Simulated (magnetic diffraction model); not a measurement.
# Which magnetic order? TmNi4Ge2

Space group P4_2/mnm (no. 136), a = 7.0790 Å, c = 3.7190 Å.

```csv
site,atom,x,y,z
2a,Tm,0,0,0
4f,Ge,0.7180,0.7180,0
8i,Ni,0.4113,0.8559,0
```

This is a made-up structure (elements placed in a structure type, unrelaxed), so the numbers test the method and describe no known phase.

Only Tm is taken to order (form factors of Tm3+); orders and moment sizes are assumed, and not adapted to the symmetry. Radiation: neutrons of λ = 4.2 Å, 5° to 100°; isotropic B of 0.22 Å² (Tm), 0.27 Å² (Ge) and 0.26 Å² (Ni). Simulated constant-wavelength pattern: nuclear and magnetic terms add, the magnetic one as |2.695 fm × Σ f S⊥ exp(2πi Q·r) exp(−B s²)|², summed over all Q at one angle with the factor 1/(sin²θ cos θ). For collinear order S is the moment m, which repeats by lattice and centring translations R with the sign exp(−2πi k·R). Free-ion form factors, Sears's scattering lengths of 1992, no absorption; a label names one of the reflections at its angle. The strongest nuclear line in the range is 100, and lines under 0.2 are left out.

Above the ordering temperature:

| 2θ (°) | index | I |
| --- | --- | --- |
| 49.61 | (1 1 0) | 100.0 |
| 72.78 | (2 0 0) | 4.2 |
| 79.26 | (1 0 1) | 0.5 |
| 83.11 | (2 1 0) | 2.7 |
| 89.41 | (1 1 1) | 1.0 |

Below it (cell unchanged):

```
2θ (°)      I
 34.51  173.9
 49.61  100.0
 72.78    4.2
 79.26    0.5
 83.11   79.5
 89.41   26.0
```

**Question.** Find the propagation vector, then choose among these models:
A. collinear moments along [101], 5 μB on Tm; signs + at (0, 0, 0), + at (1/2, 1/2, 1/2)
B. collinear moments along [001], 5 μB on Tm; signs + at (0, 0, 0), + at (1/2, 1/2, 1/2)
C. collinear moments along [101], 5 μB on Tm; signs + at (0, 0, 0), − at (1/2, 1/2, 1/2)
D. collinear moments along [001], 5 μB on Tm; signs + at (0, 0, 0), − at (1/2, 1/2, 1/2)

No line moves, and magnetic intensity falls on nuclear lines such as the one at 83.11°; new lines at (1 0 0) have whole indices that obey the lattice centring, at places with no nuclear intensity to speak of, so the magnetic cell equals the chemical primitive cell: k = 0.

Magnetic intensity, observed (below minus above) and for each model:

| 2θ (°) | index | observed | A | B | C | D |
| --- | --- | --- | --- | --- | --- | --- |
| 34.51 | (1 0 0) | 173.9 | <0.2 | <0.2 | 105.8 | 173.9 |
| 49.61 | (1 1 0) | <0.2 | 53.6 | 88.2 | <0.2 | <0.2 |
| 68.76 | (0 0 1) | <0.2 | <0.2 | <0.2 | 19.8 | <0.2 |
| 72.78 | (2 0 0) | <0.2 | 28.1 | 46.2 | <0.2 | <0.2 |
| 79.26 | (1 0 1) | <0.2 | 61.0 | 17.7 | <0.2 | <0.2 |
| 83.11 | (2 1 0) | 76.8 | <0.2 | <0.2 | 46.7 | 76.8 |
| 89.41 | (1 1 1) | 25.0 | <0.2 | <0.2 | 50.7 | 25.0 |

Model D matches.

The structure used: k = (0 0 0), collinear moments along [001], 5 μB on Tm; signs + at (0, 0, 0), − at (1/2, 1/2, 1/2).

[Logs are printed without paths, hosts, clocks, repeated set-up lines and the standing remarks that a program may print on its own settings, such as how far it seeks lower states.]
